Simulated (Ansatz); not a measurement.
**Random alloy of the fcc Cu-Al line, x = 0.0156 (128 atoms): geometry optimisation**

Aim: bring random alloy of the fcc Cu-Al line, x = 0.0156 (128 atoms) to a nearby minimum of the energy and see what moves.

Calculated with Ansatz 0.2.0; Kohn-Sham DFT, PBE, PAW (set soft_2), plane waves.

## 1. Starting point

The cell holds 128 atoms: 126 Cu and 2 Al. Cell: a = 12.614 Å, b = 12.614 Å, c = 12.614 Å, α = 109.5°, β = 109.5°, γ = 109.5°. It derives from Cu (fcc Cu-Al) and Al. Fcc Cu-Al: 128 atoms, 2 of 128 Cu sites given to Al at random, cell and internal coordinates interpolated linearly between the end members (Vegard's rule); not relaxed, displaced by a Gaussian of 0.02 Å. Lattice constants are starting values near those of PBE.

Limits known from the start: The host structure and its lattice constant were typed by rule, without a check against the phase diagram.

## 2. Single point at the start

The forces at the start show how far the geometry lies from a minimum of this functional.

Input file input.yaml:

```yaml
crystal:
  lattice:
    - [-7.28296, 7.28296, 7.28296]
    - [7.28296, -7.28296, 7.28296]
    - [7.28296, 7.28296, -7.28296]
  atoms:
    - { symbol: Cu, position: [0.49843, 0.00151, 0.00139] }
    - { symbol: Cu, position: [0.74803, 0.12037, 0.12472] }
    - { symbol: Cu, position: [0.62439, 0.25283, 0.12635] }
    - { symbol: Cu, position: [0.62418, 0.12183, 0.25167] }
    - { symbol: Cu, position: [0.75103, 0.25111, 0.99903] }
    - { symbol: Cu, position: [0.99856, 0.37228, 0.12325] }
    - { symbol: Cu, position: [0.87429, 0.49855, 0.12586] }
    - { symbol: Cu, position: [0.87693, 0.37726, 0.25281] }
    - { symbol: Cu, position: [0.74889, 0.00107, 0.2503] }
    - { symbol: Cu, position: [0.00036, 0.12444, 0.37335] }
    - { symbol: Cu, position: [0.87351, 0.24811, 0.37351] }
    - { symbol: Cu, position: [0.87406, 0.12382, 0.49792] }
    - { symbol: Cu, position: [0.0026, 0.00074, 0.99879] }
    - { symbol: Cu, position: [0.24852, 0.1248, 0.12576] }
    - { symbol: Cu, position: [0.12739, 0.24904, 0.1263] }
    - { symbol: Cu, position: [0.12815, 0.12701, 0.24939] }
    - { symbol: Cu, position: [0.25126, 0.25058, 0.00101] }
    - { symbol: Cu, position: [0.49795, 0.37404, 0.12295] }
    - { symbol: Cu, position: [0.37696, 0.50087, 0.12552] }
    - { symbol: Cu, position: [0.37661, 0.37749, 0.25167] }
    - { symbol: Cu, position: [0.50242, 0.49967, 0.00068] }
    - { symbol: Cu, position: [0.75057, 0.62449, 0.12526] }
    - { symbol: Cu, position: [0.63009, 0.75455, 0.12864] }
    - { symbol: Cu, position: [0.62232, 0.62239, 0.2461] }
    - { symbol: Cu, position: [0.75164, 0.75065, 0.00142] }
    - { symbol: Cu, position: [0.00072, 0.87336, 0.1218] }
    - { symbol: Cu, position: [0.87574, 1.0e-05, 0.12636] }
    - { symbol: Cu, position: [0.87582, 0.87529, 0.24998] }
    - { symbol: Cu, position: [0.24924, 0.99935, 0.25044] }
    - { symbol: Cu, position: [0.50172, 0.12707, 0.37569] }
    - { symbol: Cu, position: [0.37474, 0.25113, 0.3769] }
    - { symbol: Cu, position: [0.37569, 0.12423, 0.4997] }
    [... 90 atom lines left out ...]
    - { symbol: Cu, position: [0.62198, 0.00151, 0.87189] }
    - { symbol: Cu, position: [0.62439, 0.8748, 0.00048] }
    - { symbol: Cu, position: [0.00195, 0.75369, 0.7506] }
    - { symbol: Cu, position: [0.25186, 0.8747, 0.87871] }
    - { symbol: Cu, position: [0.12715, 0.99876, 0.87357] }
    - { symbol: Cu, position: [0.12227, 0.87443, 0.99794] }
kpoints:
  mp_grid: { grid: [2, 2, 2] }
hamiltonian:
  xc: pbe
scf:
  occupations: { method: fermi_dirac, width: 0.1 }
output:
  forces: true
```

Launch:

```sh
$ ansatz run input.yaml --threads 6 --pin off --max-ram 102400MiB --backend cuda --events-out ev --progress --plain --runs-dir out
```

Numbers of over 12 decimals in the logs are rounded to 6 here.

The program printed:

```text
Engine: ansatz 0.2.0, x86_64-unknown-linux-gnu
Pseudopotentials: kind: paw
Pseudopotential: Cu, paw, valence charge 19, recommended cutoff 420 eV (normal), Cu.paw.azcp
Pseudopotential: Al, paw, valence charge 3, recommended cutoff 420 eV (normal), Al.paw.azcp
[... 5 lines on functional and potentials left out ...]
concurrent solve slots: 4 of 6 are kept, ahead of what memory takes: no pass of the eigensolver takes more rounds on 4
device memory: the entry about to start is reckoned to put 39.3 GiB on a device that reports 46.4 GiB free
GPU FFT provider: cuFFT
GPU libraries: cuBLAS 13.8.2, cuFFT 12.4.0, cuSOLVER 12.3.4
Crystal: 128 atoms, lattice volume = 1545.197 Å³
Basis set: ecut = 420 eV, 30117 PW (Γ), exchange–correlation on 180×180×180 points (8 copies of the dense FFT grid, shifted against one another)
Bands: 1328, of which v1, the nominal top of the filled ones, is band 1200 counted from 1 (1199 counted from 0)
Symmetry: 1 space group operations
Space group: P1 (ITA 1), of the structure as read, at distance tolerance 1.2e-4 Å
k-points: 8
[... 5 lines on functional and potentials left out ...]
Initial density: superposition of atomic densities (neutral atoms: chi_scale 0, normalization atom), corrected by the library's trained network
Initial wavefunctions: pseudopotential atomic-orbital guess
GPU buffer pool allocated for 729000 grid points (all kernels)
GPU transforms: local potential and band sums: pruned to the plane-wave sphere, on 90×90×90
Functional: x = pbe(κ = 0.804, μ = 0.219515), c = pbe(β = 0.066725)
SCF iter   1: F=—  HF=-835848.360035 eV  |F-HF|=—  |Δ(HF+E_count)|=         —  Δρ=1.91e-3  dr2=1.16e-1  ethr=1.77e-3  ⟨swp⟩=4.9  Hψ=29792  notcnv=0  defer=182
preconditioner: auto → Kerker (q_TF=auto, 2.936 Å⁻¹)  [metal: Δε(μ)=0.040 eV  Ē_g=6.961 eV  σ=0.100 eV  W_gap=0.10  n_scr=674 (ndim 8)  ℏωp=35.2 eV  f_vac=0.000  D(μ)=46.64/eV (n_scr^D=320)]
SCF iter   2: F=—  HF=-835848.368292 eV  |F-HF|=—  |Δ(HF+E_count)|=   8.26e-3  Δρ=7.21e-4  dr2=4.04e-2  ethr=4.83e-6  ⟨swp⟩=2.0  Hψ=18368  notcnv=0  defer=494
SCF iter   3: F=—  HF=-835848.392439 eV  |F-HF|=—  |Δ(HF+E_count)|=   2.41e-2  Δρ=5.45e-4  dr2=2.14e-2  ethr=1.68e-6  ⟨swp⟩=1.0  Hψ=9995  notcnv=0  defer=494
SCF iter   4: F=—  HF=-835848.415691 eV  |F-HF|=—  |Δ(HF+E_count)|=   2.33e-2  Δρ=1.46e-4  dr2=2.50e-3  ethr=8.91e-7  ⟨swp⟩=2.0  Hψ=10169  notcnv=0  defer=494
SCF iter   5: F=—  HF=-835848.366713 eV  |F-HF|=—  |Δ(HF+E_count)|=   4.90e-2  Δρ=1.31e-4  dr2=5.20e-4  ethr=1.04e-7  ⟨swp⟩=2.0  Hψ=11247  notcnv=0  defer=494
SCF iter   6: F=—  HF=-835848.366594 eV  |F-HF|=—  |Δ(HF+E_count)|=   1.19e-4  Δρ=4.73e-5  dr2=5.11e-5  ethr=2.17e-8  ⟨swp⟩=2.1  Hψ=18990  notcnv=0  defer=494
SCF iter   7: F=—  HF=-835848.390883 eV  |F-HF|=—  |Δ(HF+E_count)|=   2.43e-2  Δρ=1.66e-5  dr2=7.28e-6  ethr=2.13e-9  ⟨swp⟩=2.6  Hψ=19284  notcnv=0  defer=495
SCF iter   8: F=—  HF=-835848.390882 eV  |F-HF|=—  |Δ(HF+E_count)|=   4.53e-7  Δρ=9.24e-6  dr2=1.26e-6  ethr=3.03e-10  ⟨swp⟩=2.0  Hψ=19630  notcnv=0  defer=495
SCF iter   9: F=—  HF=-835848.390882 eV  |F-HF|=—  |Δ(HF+E_count)|=   6.80e-8  Δρ=5.42e-6  dr2=2.98e-7  ethr=5.27e-11  ⟨swp⟩=2.0  Hψ=19619  notcnv=0  defer=495
SCF iter  10: F=-835848.390882 eV  HF=-835848.390882 eV  |F-HF|=3.26e-8  |Δ(HF+E_count)|=   5.59e-8  Δρ=1.58e-6  dr2=3.77e-8  ethr=4.17e-12  ⟨swp⟩=5.1  Hψ=39773  notcnv=0
SCF 1 converged in 10 iterations: F = -835848.390882 eV  dr2 = 3.77e-8
  greatest PAW one-centre occupation: 1.000 electrons in one spin orbital (limit 2), on the Cu atom at site 72 (counted from 0), in its partial waves of l = 0
SCF converged after 10 iterations
Free energy (F): -835848.390882 eV
Harris-Foulkes:  -835848.390882 eV  (|F-HF|=3.26e-8)
Internal energy: -835846.867234 eV  (E = F + TS)
E sigma→0 (E₀):  -835847.629058 eV
Entropy (-TS):   -1.523648 eV (-11.903 meV/atom)
Fermi energy:    16.219915 eV
--- Per-component energies (eV) ---
  E_band       = -46379.974175
  E_kinetic    = 37816.144384
  E_local      = -523282.888865  (includes V_loc(G=0)·N_el)
  E_nonlocal   = 49155.923383
  E_hartree    = 230754.554622
  E_xc         = -11350.160292
  E_vxc        = -14601.455944  (∫ρ·V_xc dr)
  E_paw        = -210477.291721  (= ΣΔE_a)
  E_vpaw       = -56976.870321  (= ΣTr[D̂ρ^β])
  E_aug_tail   = 0.030236  (compensation charges beyond the density's cutoff)
  E_ewald      = -408463.178981
  E_smearing   = -1.523648  (= −TS)
  E_closure    = -0.000000  (closes the sum)
  Σ components = -835848.390882   (vs F -835848.390882, Δ=0.00e0)
--- Forces (eV/Å), atoms counted from 1 ---
  atom   1  Cu    -0.13574473     0.13895111     0.07451779
  atom   2  Cu     0.17164052    -0.22982054     0.27503733
  atom   3  Cu    -0.24450933     0.16477988    -0.08999097
  atom   4  Cu     0.10933421    -0.28721477     0.37059912
  atom   5  Cu     0.10168557     0.08236061    -0.19895723
  atom   6  Cu     0.11287802     0.06054725     0.18733620
  atom   7  Cu     0.04496430    -0.00874655     0.19583945
  atom   8  Cu    -0.23331287    -0.04278037    -0.13377809
  atom   9  Cu    -0.16880033     0.14038858     0.12962032
  atom  10  Cu     0.12355331     0.02394269     0.02045228
  atom  11  Cu     0.09579340     0.03728595     0.24542905
  atom  12  Cu     0.01572920     0.01138419    -0.00704652
  atom  13  Cu     0.15313874    -0.13668063    -0.16310550
  atom  14  Cu    -0.13415700     0.11724961     0.16793445
[...]
atom 127  Cu     0.23752820    -0.09608288    -0.00184372
  atom 128  Cu     0.00023060     0.16938489     0.10995382
  max |Σ_I F_I| component: 5.88e-6 eV/Å
```

It took 10 s on 1 × NVIDIA H100 80GB HBM3 with 6 threads of AMD EPYC 7R13 (Zen 3), shared host; peak memory 1.9 GiB.

That memory is the host's; the program planned up to 39.3 GiB on the GPU.

The run gave:

| Quantity | Value |
| --- | --- |
| free energy | -835848.3909 eV |
| free energy per atom | -6530.0656 eV/atom |
| SCF cycles | 10 |
| r.m.s. force component | 0.1436 eV/Å |
| longest force | 0.6097 eV/Å |
| Fermi energy | 16.22 eV |

The r.m.s. force component of 0.14 eV/Å sets the starting point.

Length of the force by element:

| element | coordination | atoms | mean length of the force (eV/Å) | spread | least | most |
| --- | --- | --- | --- | --- | --- | --- |
| Al | all | 2 | 0.327 | 0.112 | 0.216 | 0.439 |
| Cu | all | 126 | 0.225 | 0.102 | 0.0207 | 0.610 |

## 3. Cell and atoms relaxed

The cell is relaxed with the atoms, since the starting lattice needn't suit this functional.

Edit input.yaml of step 2 so:

```diff
@@ -15 +15,5 @@
   forces: true
+relax:
+  f_tol: 0.04
+  max_steps: 150
+  cell: {}
```

The program printed:

```text
[...]
GPU FFT provider: cuFFT
GPU libraries: cuBLAS 13.8.2, cuFFT 12.4.0, cuSOLVER 12.3.4
Crystal: 128 atoms, lattice volume = 1545.197 Å³
Basis set: ecut = 420 eV, 30117 PW (Γ), exchange–correlation on 180×180×180 points (8 copies of the dense FFT grid, shifted against one another)
Bands: 1440, of which v1, the nominal top of the filled ones, is band 1200 counted from 1 (1199 counted from 0)
Symmetry: 1 space group operations
[...]
k-points: 8
[...]
GPU buffer pool allocated for 729000 grid points (all kernels)
[...]
SCF iter   1: F=—  HF=-835848.364491 eV  |F-HF|=—  |Δ(HF+E_count)|=         —  Δρ=1.97e-3  dr2=1.17e-1  ethr=1.77e-3  ⟨swp⟩=5.0  Hψ=40225  notcnv=0  defer=460
[...]
SCF iter   9: F=-835848.390882 eV  HF=-835848.390882 eV  |F-HF|=9.67e-8  |Δ(HF+E_count)|=   3.63e-8  Δρ=2.31e-6  dr2=7.55e-8  ethr=4.17e-12  ⟨swp⟩=5.5  Hψ=39202  notcnv=0
SCF 1 converged in 9 iterations: F = -835848.390882 eV  dr2 = 7.55e-8
[...]
relax step   1: F+E_penalty+E_count = -835848.39088230 eV  Δ(F+E_penalty+E_count) = +0.000e0 eV  max|allowed force component| = 4.795e-1 eV/Å  Δτ_max = 0.0000 Å  P = -0.492 GPa  Ω = 1545.197 Å³  (9 SCF iters, dr2 threshold 1.00e-7 eV, accepted)
[...]
relax step   2: F+E_penalty+E_count = -835848.67283315 eV  Δ(F+E_penalty+E_count) = -2.820e-1 eV  max|allowed force component| = 3.167e-1 eV/Å  Δτ_max = 0.0239 Å  P = -0.174 GPa  Ω = 1540.412 Å³  energy of the carried Pulay correction = +3.593e-3 eV  (6 SCF iters, dr2 threshold 1.28e-5 eV, accepted)
[...]
relax step   3: F+E_penalty+E_count = -835848.89076572 eV  Δ(F+E_penalty+E_count) = -2.179e-1 eV  max|allowed force component| = 4.709e-3 eV/Å  Δτ_max = 0.0569 Å  P = -0.005 GPa  Ω = 1537.612 Å³  energy of the carried Pulay correction = +5.701e-3 eV  (8 SCF iters, dr2 threshold 6.27e-6 eV, accepted)
[...]
relax step   4: F+E_penalty+E_count = -835848.88675472 eV  Δ(F+E_penalty+E_count) = +4.011e-3 eV  max|allowed force component| = 4.735e-3 eV/Å  Δτ_max = 0.0000 Å  P = -0.003 GPa  Ω = 1537.612 Å³  stress off target by 3.70e-3 GPa  SCF on the basis re-selected at this cell (its energy is not comparable with the rows above)  (7 SCF iters)
basis re-selected at this cell: Δ(F+E_penalty+E_count) = +4.011e-3 eV, ΔP = +0.002 GPa vs the last step (what re-selecting the basis moved, of the pressure what is left beyond the Pulay correction that the steps carried, after the strain that the cell walked since its last selection, [...]
SCF converged after 7 iterations
Free energy (F): -835848.886755 eV
[...]
Internal energy: -835847.355234 eV  (E = F + TS)
E sigma→0 (E₀):  -835848.120995 eV
Entropy (-TS):   -1.531520 eV (-11.965 meV/atom)
Fermi energy:    16.323401 eV
[...]
--- Forces (eV/Å), atoms counted from 1 ---
  atom   1  Cu    -0.00191242     0.00179994     0.00059267
  atom   2  Cu     0.00010655    -0.00089063     0.00463302
  atom   3  Cu    -0.00191721     0.00075687    -0.00122263
  atom   4  Cu    -0.00047263    -0.00148703     0.00269037
  atom   5  Cu     0.00145487     0.00019243    -0.00102723
  atom   6  Cu     0.00211351     0.00077122     0.00123850
  atom   7  Cu    -0.00022681    -0.00076698     0.00118362
  atom   8  Cu    -0.00166131    -0.00154935    -0.00134286
  atom   9  Cu    -0.00088701     0.00131602     0.00048257
  atom  10  Cu     0.00067517     0.00077037    -0.00103430
  atom  11  Cu     0.00157799    -0.00002782     0.00108291
  atom  12  Cu     0.00094664     0.00143779     0.00117673
  atom  13  Cu     0.00117809    -0.00073356    -0.00272598
  atom  14  Cu    -0.00036241     0.00090263     0.00114612
[...]
atom 127  Cu     0.00276413     0.00028460    -0.00083084
  atom 128  Cu     0.00052546     0.00135291     0.00166983
  max |Σ_I F_I| component: 1.34e-6 eV/Å
--- Stress (GPa, compression-positive) ---
       -0.003112       0.000222      -0.000704
        0.000222      -0.002042      -0.000811
       -0.000704      -0.000811      -0.002676
  P = ⅓ Tr σ = -0.0026 GPa (-0.026 kbar)
--- Band table (eV; the first three rows and the last of 8) ---
[...]
--- Relaxed structure (3 steps of the walk, 3 accepted, 1 SCFs on fresh bases) ---
  F+E_penalty+E_count = -835848.88675472 eV   max|allowed force component| = 4.735e-3 eV/Å   (the final SCF, on the basis selected at the relaxed cell)
  cell:  # Å, volume = 1537.6118 Å³
    - [-7.270567, 7.271947, 7.271274]
    - [7.272069, -7.270433, 7.271261]
    - [7.269863, 7.269729, -7.269759]
  atoms:
    - { symbol: Cu, position: [0.500163, 0.000135221, 2.4972398889796726e-5] }
    - { symbol: Cu, position: [0.750141, 0.125196, 0.124859] }
    - { symbol: Cu, position: [0.625223, 0.250172, 0.125347] }
    - { symbol: Cu, position: [0.625132, 0.125117, 0.250006] }
[...]
- { symbol: Cu, position: [0.125632, 0.875445, 1.000245] }
```

Run time: 34 s. Hardware: 1 × NVIDIA H100 80GB HBM3 with 6 threads; peak memory 2.3 GiB; 92 s of CPU time.

That memory is the host's; the program planned up to 40.2 GiB on the GPU.

The program notes that the band table was not solved further than the SCF left it.

Relaxation path:

| step | energy less that of the first step (eV) | largest force component (eV/Å) | pressure (GPa) | volume (Å³) |
| --- | --- | --- | --- | --- |
| 1 | 0.0000 | 0.4795 | -0.49 | 1545.20 |
| 2 | -0.2820 | 0.3167 | -0.17 | 1540.41 |
| 3 | -0.4999 | 0.0047 | 0.00 | 1537.61 |
| 4* | -0.4959 | 0.0047 | 0.00 | 1537.61 |

Relaxation steps marked * repeat the geometry before them on a plane-wave basis chosen anew for their cell, so energy and pressure can jump there.

| cell as run | before | after | change |
| --- | --- | --- | --- |
| a (Å) | 12.614 | 12.594 | -0.2 % |
| b (Å) | 12.614 | 12.594 | -0.2 % |
| c (Å) | 12.614 | 12.592 | -0.2 % |
| volume (Å³/atom) | 12.07 | 12.01 | -0.5 % |

The atoms that moved most (Å, as changes of fractional coordinates times the final cell):

| atom | dx | dy | dz | length |
| --- | --- | --- | --- | --- |
| Cu113 | 0.042 | 0.040 | 0.055 | 0.080 |
| Cu105 | -0.032 | 0.017 | -0.058 | 0.068 |
| Al85 | 0.053 | -0.039 | -0.003 | 0.066 |
| Cu57 | -0.042 | 0.039 | 0.015 | 0.059 |
| Cu101 | -0.044 | 0.029 | 0.023 | 0.057 |
| Cu2 | 0.021 | -0.019 | 0.049 | 0.057 |
| Cu23 | -0.022 | -0.030 | -0.041 | 0.055 |
| Cu123 | -0.008 | 0.053 | -0.007 | 0.054 |

The relaxation changed the energy by -3.87 meV/atom, and atoms moved by 0.033 Å r.m.s., 0.08 Å at most.

## 4. Structure statistics after relaxation

Bonds before and after, by the cutoffs listed below:

| pair | bonds before | bonds after | mean before (Å) | mean after (Å) | spread before (Å) | spread after (Å) |
| --- | --- | --- | --- | --- | --- | --- |
| Cu-Cu | 744 | 744 | 2.575 | 2.570 | 0.028 | 0.004 |
| Cu-Al | 24 | 24 | 2.585 | 2.582 | 0.032 | 0.002 |

Density 8.71 g/cm³, 12.01 Å³ an atom.

Pair distribution functions g(r), in bins of 0.2 Å:

| r (Å) | total | Cu-Cu | Cu-Al | Al-Al |
| --- | --- | --- | --- | --- |
| 2.50 | 8.65 | 8.65 | 8.80 | 0.00 |
| 2.70 | 0.01 | 0.01 | 0.00 | 0.00 |
| 2.90 | 0.00 | 0.00 | 0.00 | 0.00 |
| 3.10 | 0.00 | 0.00 | 0.00 | 0.00 |
| 3.30 | 0.00 | 0.00 | 0.00 | 0.00 |
| 3.50 | 0.00 | 0.00 | 0.00 | 0.00 |
| 3.70 | 2.18 | 2.18 | 2.21 | 0.00 |
| 3.90 | 0.00 | 0.00 | 0.00 | 0.00 |
| 4.10 | 0.00 | 0.00 | 0.00 | 0.00 |
| 4.30 | 0.00 | 0.00 | 0.00 | 0.00 |
| 4.50 | 5.75 | 5.75 | 5.60 | 15.30 |
| 4.70 | 0.00 | 0.00 | 0.00 | 0.00 |
| 4.90 | 0.00 | 0.00 | 0.00 | 0.00 |
| 5.10 | 2.18 | 2.18 | 2.21 | 0.00 |
| 5.30 | 0.00 | 0.00 | 0.00 | 0.00 |
| 5.50 | 0.00 | 0.00 | 0.00 | 0.00 |
| 5.70 | 3.48 | 3.48 | 3.54 | 0.00 |
| 5.90 | 0.00 | 0.00 | 0.00 | 0.00 |
| 6.10 | 0.00 | 0.00 | 0.00 | 0.00 |
| 6.30 | 0.97 | 0.97 | 0.99 | 0.00 |
| 6.50 | 0.00 | 0.00 | 0.00 | 0.00 |
| 6.70 | 1.98 | 2.00 | 1.32 | 0.00 |
| 6.90 | 2.98 | 2.96 | 3.70 | 0.00 |
| 7.10 | 0.00 | 0.00 | 0.00 | 0.00 |
| 7.30 | 0.54 | 0.54 | 0.55 | 0.00 |
| 7.50 | 0.00 | 0.00 | 0.00 | 0.00 |
| 7.70 | 2.88 | 2.89 | 2.93 | 0.00 |
| 7.90 | 0.00 | 0.00 | 0.00 | 0.00 |

Neighbours by pair of elements; one cutoff, the widest of the pairs' first minima of g(r), serves all pairs of this metal:

| pair A-B | cutoff (Å) | bonds | mean length (Å) | spread (Å) | shortest (Å) | B about A | A about B |
| --- | --- | --- | --- | --- | --- | --- | --- |
| Cu-Cu | 2.98 | 744 | 2.57 | 0.004 | 2.56 | 11.8 | 11.8 |
| Cu-Al | 2.98 | 24 | 2.58 | 0.002 | 2.58 | 0.19 | 12 |

How many atoms have how many bonded neighbours:

| element | mean | 12 |
| --- | --- | --- |
| Al | 12 | 2 |
| Cu | 12 | 126 |

With the cutoffs above, all Al atoms have 12 and all Cu atoms have 12 bonded neighbours.

(Continued in part 2 of 3.)

[Logs are printed without paths, hosts, clocks, repeated set-up lines and the standing remarks that a program may print on its own settings, such as how far it seeks lower states.]

[Hosts, paths, dates, database ids (printed as entryN), source tags and the programs' standing remarks are cut or masked in the printed files.]
